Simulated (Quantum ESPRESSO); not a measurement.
# MnO2 (Pyrolusite): orders under volume, part 2 of 2

Wanted: the trend of the moments of MnO2 (Pyrolusite) with volume.

Quantum ESPRESSO 7.5; PBE with U = 4 eV on Mn d (ortho-atomic projectors); plane waves with GBRV 1.5 PBE potentials, no spin-orbit coupling.

So far, absolute magnetization (μB): step 2 (volume 0.92, ferro ++) 6.53; step 3 (volume 0.92, antiferro +-) 6.15.

### 5. Volume 1.08, ferro ++

Input file pw.in:

```
&CONTROL
  calculation = 'scf'
  prefix = 'pwscf'
  outdir = './tmp'
  pseudo_dir = './pseudo'
  disk_io = 'nowf'
  tprnfor = .true.
  tstress = .true.
/
&SYSTEM
  ibrav = 0
  celldm(1) = 8
  nat = 6
  ntyp = 2
  ecutwfc = 40
  ecutrho = 280
  nbnd = 42
  occupations = 'smearing'
  smearing = 'fd'
  degauss = 0.00367493
  nspin = 2
  starting_magnetization(1) = 0.3
  starting_magnetization(2) = 0
/
&ELECTRONS
  conv_thr = 1.2d-08
  electron_maxstep = 150
  mixing_beta = 0.3
/
ATOMIC_SPECIES
Mn     54.9380 mn_pbe_v1.5.uspp.F.UPF
O      15.9990 o_pbe_v1.2.uspp.F.UPF
CELL_PARAMETERS alat
   1.0659454504994    0.0000000000000    0.0000000000000
   0.0000000000000    1.0659454504994    0.0000000000000
   0.0000000000000    0.0000000000000    0.6962829455208
ATOMIC_POSITIONS crystal
Mn      0.0000000000    0.0000000000    0.0000000000
Mn      0.5000000000    0.5000000000    0.5000000000
O       0.3051500000    0.3051500000    0.0000000000
O       0.1948500000    0.8051500000    0.5000000000
O       0.6948500000    0.6948500000    0.0000000000
O       0.8051500000    0.1948500000    0.5000000000
K_POINTS automatic
8 8 8 0 0 0
HUBBARD {ortho-atomic}
U Mn-3d 4.0000
```

Launch:

```sh
OMP_NUM_THREADS=1 mpirun -n 2 pw.x -nk 2 -in pw.in > pw.out
```

What it wrote:

```text
     [... lines left out ...]
Program PWSCF v.7.5 starts
     [... lines left out ...]
     number of atoms/cell      =            6
     [... lines left out ...]
     number of electrons       =        54.00
     number of Kohn-Sham states=           42
     kinetic-energy cutoff     =      40.0000  Ry
     charge density cutoff     =     280.0000  Ry
     scf convergence threshold =      1.2E-08
     [... lines left out ...]
     16 Sym. Ops., with inversion, found ( 8 have fractional translation)
     [... lines left out ...]
     number of k points=    75  Fermi-Dirac smearing, width (Ry)=  0.0037
     [... lines left out ...]
     iteration # 14     ecut=    40.00 Ry     beta= 0.30
     [... lines left out ...]
     Magnetic moment per site  (integrated on atomic sphere of radius R)
     atom   1 (R=0.188)  charge= 11.7453  magn=  2.9448
     atom   2 (R=0.188)  charge= 11.7453  magn=  2.9448
     atom   3 (R=0.188)  charge=  5.3056  magn= -0.1744
     atom   4 (R=0.188)  charge=  5.3056  magn= -0.1744
     atom   5 (R=0.188)  charge=  5.3056  magn= -0.1744
     atom   6 (R=0.188)  charge=  5.3056  magn= -0.1744
     [... lines left out ...]
     Tr[ns(  1)] (up, down, total) =   4.17111  0.80781  4.97892
     [... lines left out ...]
     Tr[ns(  2)] (up, down, total) =   4.17111  0.80781  4.97892
     [... lines left out ...]
     the Fermi energy is     9.0666 ev
!    total energy              =    -551.37521611 Ry
     estimated scf accuracy    <       0.00000001 Ry
     smearing contrib. (-TS)   =      -0.00142643 Ry
     [... lines left out ...]
     total magnetization       =     6.04 Bohr mag/cell
     absolute magnetization    =     7.60 Bohr mag/cell
     convergence has been achieved in  14 iterations
     [... lines left out ...]
     Total force =     0.006758     Total SCF correction =     0.000010
     [... lines left out ...]
          total   stress  (Ry/bohr**3)                   (kbar)     P=      -17.85
     [... lines left out ...]
```

Elapsed: 92 s, on 2 MPI ranks of Intel Xeon 6975P-C (Granite Rapids), shared host; peak memory 0.42 GiB.

This step gave:

| Property | Result |
| --- | --- |
| smearing term TS | 0.01941 eV |
| pressure | -1.785 GPa |
| magnetization | 6.041 μB |
| absolute magnetization | 7.601 μB |
| final state | ferromagnetic |
| largest moment | 2.945 μB |

### 6. A faulty input

As a test, an input with a fault in it is run.

Changes to pw.in since step 5:

```diff
@@ -11,3 +11,2 @@
   ibrav = 0
-  celldm(1) = 8
   nat = 6
@@ -21,2 +20,3 @@
   nspin = 2
+  noncolin = .true.
   starting_magnetization(1) = 0.3
@@ -26,3 +26,3 @@
   conv_thr = 1.2d-08
-  electron_maxstep = 150
+  electron_maxstep = 100
   mixing_beta = 0.3
@@ -32,6 +32,6 @@
 O      15.9990 o_pbe_v1.2.uspp.F.UPF
-CELL_PARAMETERS alat
-   1.0659454504994    0.0000000000000    0.0000000000000
-   0.0000000000000    1.0659454504994    0.0000000000000
-   0.0000000000000    0.0000000000000    0.6962829455208
+CELL_PARAMETERS angstrom
+   4.3983000000    0.0000000000    0.0000000000
+   0.0000000000    4.3983000000    0.0000000000
+   0.0000000000    0.0000000000    2.8730000000
 ATOMIC_POSITIONS crystal
```

What it wrote:

```text
     [... lines left out ...]
Program PWSCF v.7.5 starts
     Error in routine iosys (1):
     noncolin .and. nspin==2 are conflicting flags
 %%%%%%%%%%%%%%%%%%%%%%%%%%%%%%%%%%%%%%%%%%%%%%%%%%%%%%%%%%%%%%%%%%%%%%%%%%%%%%
     stopping ...
```

Wall time 0.76 s (2 MPI ranks); peak memory 0.05 GiB.

The program refused the input before any cycle.

The program's message: “iosys (1): noncolin .and. nspin==2 are conflicting flags”

The fault put into the input: nspin and noncolin together.

### 7. All points

The runs not shown differ from these in the moved quantity alone.

States, by row:

| volume | ferro ++ | antiferro +- | no spin polarisation |
| --- | --- | --- | --- |
| 0.92 | ferromagnetic | antiferromagnetic | non-magnetic |
| 0.96 | ferromagnetic | antiferromagnetic | non-magnetic |
| 1 | ferromagnetic | antiferromagnetic | non-magnetic |
| 1.04 | ferromagnetic | antiferromagnetic | non-magnetic |
| 1.08 | ferromagnetic | antiferromagnetic | non-magnetic |

Table of largest site moment by volume:

| volume (factor) | ferro ++ (μB) | antiferro +- (μB) |
| --- | --- | --- |
| 0.9200 | 2.55 | 2.46 |
| 0.9600 | 2.62 | 2.53 |
| 1.0000 | 2.71 | 2.61 |
| 1.0400 | 2.82 | 2.68 |
| 1.0800 | 2.94 | 2.76 |

The energy less that of the parallel start by volume; values in meV a seeded atom:

| volume (factor) | antiferro +- | no spin polarisation |
| --- | --- | --- |
| 0.9200 | -44.7 | 2124 |
| 0.9600 | -30.4 | 2229 |
| 1.0000 | -15.3 | 2330 |
| 1.0400 | 4.14 | 2426 |
| 1.0800 | 31.5 | 2521 |

Table of energy over the lowest by volume; values in meV an atom:

| volume (factor) | ferro ++ | antiferro +- | no spin polarisation |
| --- | --- | --- | --- |
| 0.9200 | 136 | 121 | 844 |
| 0.9600 | 63.9 | 53.8 | 807 |
| 1.0000 | 22.1 | 17.0 | 799 |
| 1.0400 | 2.82 | 4.20 | 811 |
| 1.0800 | 0 | 10.5 | 840 |

### 8. Outcome

* moment, parallel start: 2.55 to 2.94 μB
* states met from these starts: antiferromagnetic and ferromagnetic

What this shows: The moment of the parallel start goes from 2.55 μB at 0.92 to 2.94 μB at 1.08. The net moment of the cell goes from 6.00 to 6.04 μB. The radius of the spheres follows the nearest distance, so part of the change of the site moments is the spheres'. The largest moment of the start antiferro +- lies between 2.46 and 2.76 μB. The start antiferro +- crosses the parallel one in energy within the series: it lies lower at 0.92, 0.96 and 1.

[Logs and program files are shortened in this print: banners, set-up blocks, solver, clock and traceback lines can be left out without a mark of their own.]

[Logs are printed without paths, hosts, clocks, repeated set-up lines and the standing remarks that a program may print on its own settings, such as how far it seeks lower states.]

[Hosts, paths, dates, database ids (printed as entryN), source tags and the programs' standing remarks are cut or masked in the printed files.]

[Where a cell is said to come from a database of computed structures, the database is the Materials Project.]
